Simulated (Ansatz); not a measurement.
## (ZnSe)1(MgS)3 [001] superlattice, started as zinc blende: relaxing the cell for a phonon run: bringing the structure to rest

Ansatz 0.2.0; DFT PBEsol, scalar-relativistic, plane waves, PAW.

The structure was built from a prototype and need not be the compound's stable phase.

It takes space group Pmm2 (No. 25, orthorhombic). The conventional cell has a = 3.980 Å, b = 4.003 Å, c = 11.305 Å, α = 90.00°, β = 90.00°, γ = 90.00°. Nearest to Mg lie 2 S at 2.45 Å and 2 Se at 2.54 Å. Nearest to Mg lie 4 S at 2.45 Å. Nearest to Mg lie 4 S at 2.44 to 2.45 Å. Nearest to S lie 4 Mg at 2.45 Å. S has 2 Zn at 2.36 Å and 2 Mg at 2.44 Å nearest. Farther neighbours and most contacts between anions are not listed.

Step by step:

| step | energy less that of the first step (eV) | largest force component (eV/Å) | pressure (GPa) | volume (Å³) |
| --- | --- | --- | --- | --- |
| 1 | 0.0000 | 0.0220 | 0.02 | 180.08 |
| 2 | -0.0001 | 0.0051 | 0.00 | 180.12 |
| 3 | -0.0001 | 0.0019 | 0.00 | 180.14 |
| 4* | -0.0001 | 0.0019 | 0.00 | 180.14 |

Relaxation steps marked * repeat the geometry before them on a plane-wave basis chosen anew for their cell, so energy and pressure can jump there.

Forces are held to the 4 operations that the run works with; a distortion that breaks them can't arise in this run.

| conventional cell, symmetrised | before | after | change |
| --- | --- | --- | --- |
| a (Å) | 3.980 | 3.976 | -0.1 % |
| b (Å) | 4.003 | 4.001 | -0.0 % |
| c (Å) | 11.305 | 11.323 | +0.2 % |
| volume (Å³/atom) | 22.51 | 22.52 | +0.0 % |

This step gave:

- pressure: -0.003041 GPa
- gap on the k-mesh: 2.399 eV
- volume per atom: 22.52 Å³
- direct gap on mesh: 2.399 eV

What was run to get this?

The system, level and task follow from the heading and the kind of results. Meshes, cutoffs and thresholds can't be read from the results; these are the ones that the run used.

Contents of input.yaml:

```yaml
crystal:
  lattice:
    - [2.8304289387, 2.8304289387, 0.0]
    - [-2.8139408448, 2.8139408448, 0.0]
    - [0.0, 0.0, 11.3048927792]
  atoms:
    - { symbol: Mg, position: [0.5, 0.5, 0.2531923556] }
    - { symbol: Mg, position: [0.0, 0.0, 0.5042620815] }
    - { symbol: Mg, position: [0.5, 0.5, 0.7544131801] }
    - { symbol: S, position: [0.0, 0.5, 0.3780762387] }
    - { symbol: S, position: [0.5, 1.0, 0.6285574969] }
    - { symbol: S, position: [0.0, 0.5, 0.8782364647] }
    - { symbol: Se, position: [0.5, 1.0, 0.1132042813] }
    - { symbol: Zn, position: [0.0, 0.0, -0.0099420988] }
kpoints:
  mp_grid: { grid: [6, 6, 2] }
hamiltonian:
  xc: pbesol
scf:
  occupations: { method: gaussian, width: 0.02 }
output:
  forces: true
  stress: true
  eigenvalues: true
relax:
  adjacent_minimum: "off"
  f_tol: 0.005
  max_steps: 80
  cell: { stress_tol: 0.05 }
```

On the command line:

```sh
$ ansatz run input.yaml --threads 8 --pin off --max-ram 14336MiB --backend cpu --events-out ev --progress --plain --runs-dir out
```

[Logs are printed without paths, hosts, clocks, repeated set-up lines and the standing remarks that a program may print on its own settings, such as how far it seeks lower states.]

[Hosts, paths, dates, database ids (printed as entryN), source tags and the programs' standing remarks are cut or masked in the printed files.]
